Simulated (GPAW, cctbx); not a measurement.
# How far are the atoms of Si2PbAu2 from free atoms?

Question: by how much does bonding change the X-ray structure factors of Si2PbAu2, how firmly does DFT give the change, and what does a routine refinement make of it?

The start was made by putting kin elements into a known structure type; the compound need not exist, or be stable, in this form. All numbers below are calculated.

## 1. Relax the structure

The density hangs on the geometry, so cell and atoms are relaxed first, with the symmetry held. The cutoff is set higher than for the density because stress converges slowly with plane waves.

Settings: GPAW 26.7.0, PBE, 570 eV, 5×5×5 k-points, Fermi–Dirac width 0.1 eV, BFGS to 0.03 eV/Å.

```text
cell
1.0
     4.279000000    0.000000000    0.000000000
     0.000000000    4.279000000    0.000000000
    -2.139500000   -2.139500000    4.849500000
Pb Au Si
1 2 2
Direct
0.000000000 0.000000000 0.000000000
0.750000000 0.250000000 0.500000000
0.250000000 0.750000000 0.500000000
0.644400000 0.644400000 0.288800000
0.355600000 0.355600000 0.711200000
```

```console
$ OMP_NUM_THREADS=1 mpirun -n 4 gpaw python run.py > gpaw.log
```

```text
BFGS:    0      -18.739867        4.121323
BFGS:    1      -19.532702        3.231115
BFGS:    2      -20.601017        0.896873
BFGS:    3      -20.699872        0.482463
...
BFGS:   10      -20.729909        0.107665
BFGS:   11      -20.731028        0.039959
BFGS:   12      -20.731223        0.006206
cell  4.4372 4.4372 6.0280  111.60 111.60 90.00
volume 101.341 A^3, largest force 0.004 eV/A, largest stress 0.05 GPa
```

The cell moved far, while the k-mesh and basis were chosen for the start, so the final shape may be somewhat biased.

After 12 steps the volume has changed by +14.1 % and the energy by -1.991 eV; the largest stress left is 0.05 GPa. It took 1.9 min on 4 cores of Intel(R) Xeon(R) Platinum 8488C (Sapphire Rapids) (shared host), peak memory 1.3 GiB.

Relaxed structure: I4/mmm (no. 139), a = 4.4372 Å, b = 4.4372 Å, c = 10.2942 Å, α = 90.00°, β = 90.00°, γ = 90.00°.

```csv
atom,mult.,x,y,z
Pb1,2,0,0,0
Au1,4,1/2,0,1/4
Si1,4,1/2,1/2,0.1158
```

## 2. Density and charge transfer

X-rays see the whole electron density, so the PAW density is rebuilt with its core regions. Subtracting spherical free atoms from the same code cancels the cores and leaves the deformation density Δρ, the part due to bonding.

Settings: PBE, 450 eV, 6×6×6 k-points, Fermi–Dirac width 0.1 eV; primitive cell of 5 atoms.

```console
$ OMP_NUM_THREADS=1 mpirun -n 4 gpaw python run.py > gpaw.log
```

```text
|iter:   1|       0s |  -22.729428 | +0.25 |       |
|iter:   2|       1s |  -22.039698 | -1.56 | -1.04 |
|iter:   3|       2s |  -20.688767 | -1.20 | -1.11 |
...
|iter:   7|       6s |  -20.626865c| -5.46 | -3.08 |
|iter:   8|       7s |  -20.626867c| -6.70 | -3.87 |
|iter:   9|       8s |  -20.626867c| -7.50c| -4.47c|
```

```text
gpts.py:43: UserWarning: Initial realspace grid (24,24,30) inconsistent with symmetries.
gpts.py:43: UserWarning: Initial realspace grid (24,24,30) inconsistent with symmetries.
gpts.py:43: UserWarning: Initial realspace grid (24,24,30) inconsistent with symmetries.
gpts.py:43: UserWarning: Initial realspace grid (24,24,30) inconsistent with symmetries.
gpts.py:70: UserWarning: Using symmetrized grid: (30,30,30).
gpts.py:70: UserWarning: Using symmetrized grid: (30,30,30).
gpts.py:70: UserWarning: Using symmetrized grid: (30,30,30).
gpts.py:70: UserWarning: Using symmetrized grid: (30,30,30).
grid (60, 60, 60)  electrons 268.000  moved by bonding 1.094 e
deformation density beyond 0.5 A of the nuclei: max 0.161, min -0.202 e/A^3
atom        x       y       z   Voronoi charge  moment
Pb1    0.0000  0.0000  0.0000      0.213       0.00
Au2    0.7500  0.2500  0.5000      0.070       0.00
Au3    0.2500  0.7500  0.5000      0.070       0.00
Si4    0.6158  0.6158  0.2316     -0.176       0.00
Si5    0.3842  0.3842  0.7684     -0.176       0.00
mean inner potential of superposed free atoms 21.690 V
total magnetic moment 0.000 muB
```

Deformation density in a plane through the shortest contact of the Si atom at the origin, in 0.01 e/Å³ (clipped at ±99); x from -1.6 to 4.0 Å, y from 2.4 down to -2.4 Å:

```text
  .   . -10  -3   2   1   0  -1  -1   0   1   2  -3  -9   .   .
  .   . -11  -3   2   1   0  -1  -1   0   1   2  -3 -11   .   .
-17 -16  -8   2   3   2   0   0   0   0   2   3   2  -8 -17 -17
 -3  -1   4   6   4   1   0   0   0   0   1   4   6   4  -1  -3
  1   3   4   3  -1  -3  -1   3   3  -1  -3  -1   3   4   3   1
  0   0  -2  -3   .  -3   2  10  10   2  -3   .  -3  -2   0   0
 -1  -2  -6  -5   .   .   5  15  15   5   .   .  -5  -6  -2  -1
  0   0  -2  -3   .  -3   2  10  10   2  -3   .  -3  -2   0   0
  1   3   4   3  -1  -3  -1   3   3  -1  -3  -1   3   4   3   1
 -3  -1   4   6   4   1   0   0   0   0   1   4   6   4  -1  -3
-17 -17  -8   2   3   2   0   0   0   0   2   3   2  -8 -16 -17
  .   . -11  -3   2   1   0  -1  -1   0   1   2  -3 -11   .   .
  .   .  -9  -3   2   1   0  -1  -1   0   1   2  -3 -10   .   .
```

Atoms in or within 0.15 Å of the plane: Au (-1.4, 2.2), Au (-1.4, -2.2), Au (3.8, 2.2), Au (3.8, -2.2), Si (0.0, 0.0), Si (2.4, 0.0) Å. Dots mark points within about 0.45 Å of a nucleus; large values next to them are atomic features.

Si gains most (-0.18 e) and Pb loses most (+0.21 e), which isn't the order of electronegativity: valence and coordination count too, and Voronoi cells cut space at the midplane whatever the atoms' sizes. Such charges fall far short of formal ones, since overlapping free atoms already put density on their neighbours. Along the shortest contact from the Si atom at the map's origin, Si–Si at 2.38 Å, Δρ is +0.16 e/Å³ at the midpoint: a bond charge, the mark of covalency. At the midpoints of other shortest contacts it is +0.07 (Au–Si, 2.61 Å), +0.02 (Au–Au, 3.14 Å), 0.00 (Pb–Si, 3.36 Å) and +0.01 (Pb–Au, 3.40 Å) e/Å³. Point values carry grid noise of about 0.01 e/Å³. The run needed 9 iterations, 16 s.

## 3. From the density to structure factors

The Fourier components of Δρ, added to those of the free atoms, give the static X-ray structure factors; the Mott–Bethe relation turns them into the Fourier components V of the potential that fast electrons feel.

```text
static structure factors of the conventional cell: F in electrons, V (Mott-Bethe) in volts
   h  k  l      d  |F| table  |F| free   |F| DFT   change   |V| free  |V| DFT  change %
   0  0  2  5.1471   140.168   140.074   139.787   -0.287     3.266    3.438      5.3
   1  0  1  4.0748   117.380   117.157   116.752   -0.405     1.885    2.037      8.1
   1  1  0  3.1376    94.561    94.330    93.752   -0.578     0.372    0.501     34.6
   1  0  3  2.7144   164.593   164.576   164.466   -0.111     5.262    5.280      0.4
   1  1  2  2.6791   419.313   419.090   418.508   -0.582    10.937   11.032      0.9
   0  0  4  2.5736   372.842   372.543   371.854   -0.689     7.931    8.035      1.3
   2  0  0  2.2186   432.645   432.479   431.589   -0.890    11.523   11.622      0.9
   2  0  2  2.0374   118.450   118.288   117.424   -0.864     2.557    2.638      3.2
   1  1  4  1.9898   156.070   155.910   154.851   -1.059     4.530    4.625      2.1
   2  1  1  1.9485   103.821   103.788   103.892    0.105     1.579    1.570     -0.6
   1  0  5  1.8676   158.621   158.593   158.186   -0.407     4.312    4.344      0.7
   2  1  3  1.7178   143.884   143.850   143.551   -0.299     3.490    3.510      0.6
   0  0  6  1.7157   126.862   126.609   125.725   -0.885     2.960    3.019      2.0
   2  0  4  1.6804   330.020   329.760   329.829    0.069     6.113    6.109     -0.1
```

The largest X-ray change is -1.06 e on 114, 0.7 % of |F|. For electrons V goes as (Z − F)/g², so a change of F counts against Z − F, which is small at low angle and wherever the atoms' terms cancel: |V| of 110 moves by +34.6 % (0.37 to 0.50 V) against -0.6 % in |F|. The last three rows still change by up to 0.89 e; the table stops while the angles are still low. The tabulated Hartree–Fock atoms differ from the free DFT atoms by up to 0.30 e, so the choice of reference atom matters too.

## 4. How cheap can the run be?

Cutoff and k-mesh: one is changed at a time, to find what the result needs.

```csv
run,ΔF 114 (e),ΔF 200 (e),ΔF 202 (e),q(Si) (e),moved (e),time
450 eV 6×6×6,-1.059,-0.890,-0.864,-0.176,1.094,16 s
250 eV 6×6×6,-1.074,-0.903,-0.878,-0.177,1.149,10 s
350 eV 6×6×6,-1.060,-0.892,-0.863,-0.175,1.089,13 s
750 eV 6×6×6,-1.064,-0.895,-0.866,-0.177,1.086,31 s
450 eV 2×2×2,-1.161,-0.977,-0.957,-0.210,1.192,8.9 s
450 eV 3×3×3,-1.074,-0.938,-0.839,-0.173,1.098,8.7 s
```

Within 0.02 e of the base on all three: 250 eV 6×6×6, 350 eV 6×6×6 and 750 eV 6×6×6. The largest error, 0.102 e, comes with 450 eV 2×2×2. Times are from shared hosts.

## 5. What a spherical-atom refinement makes of it

Routine crystallography fits spherical atoms. To see the bias, intensities are simulated from tabulated atoms plus the DFT change ΔF, so that bonding alone can misfit (3396 reflections of the full sphere, merged to the counts below, to 0.5 Å, 1.5 % proportional noise plus counting noise, assumed isotropic U as listed, Δρ smeared by the mean U) and refined with cctbx over different ranges.

```
                    range  data      R1  GooF  U Pb1 (true 0.0066)  U Au1 (true 0.0067)  U Si1 (true 0.0124)  largest shift (Å)  Δρ max, min (e/Å³)
                 all data   288  0.0033  0.91               0.0066               0.0067               0.0124             0.0016         0.39, -0.43
 low resolution, d > 0.84    73  0.0025  0.87               0.0065               0.0065               0.0123             0.0031         0.16, -0.23
     high order, d < 0.75   190  0.0037  0.90               0.0066               0.0067               0.0124             0.0011         0.34, -0.30
occupancies free, d > 0.7   118  0.0029  0.93               0.0066               0.0067               0.0123             0.0020         0.22, -0.28
```

With all data GooF is 0.91, so at this noise the bonding hardly shows; the top residual peak, near noise level, lies 1.63 Å from Au and 1.63 Å from Au, between them. No U is off by more than 3 s.u. at low resolution. With Pb1 held at 1 and the scale free, the other occupancies refine to Au1 1.000(0.001) and Si1 1.000(0.005), within three s.u. of full.

## 6. Answer

Bonding moves 1.09 e in the primitive cell of Si2PbAu2 and changes the structure factors of the conventional cell in the table above by at most 1.06 e (114, 0.7 %), and among reflections above 2 % of the strongest by up to 0.7 % (202). The shortest bond, Si–Si, has Δρ = +0.16 e/Å³ at its midpoint, a covalent bond charge. Within 0.02 e of the base on all three: 250 eV 6×6×6, 350 eV 6×6×6 and 750 eV 6×6×6. The largest error, 0.102 e, comes with 450 eV 2×2×2. With all data GooF is 0.91, so at this noise the bonding hardly shows. Limits: static density, frozen cores, no spin–orbit coupling.

[Outputs are excerpts: Python notices, other lines and further rows are left out; steps that failed or that the build refused (PBEsol, TPSS) are not shown.]

[Logs are printed without paths, hosts, clocks, repeated set-up lines and the standing remarks that a program may print on its own settings, such as how far it seeks lower states.]
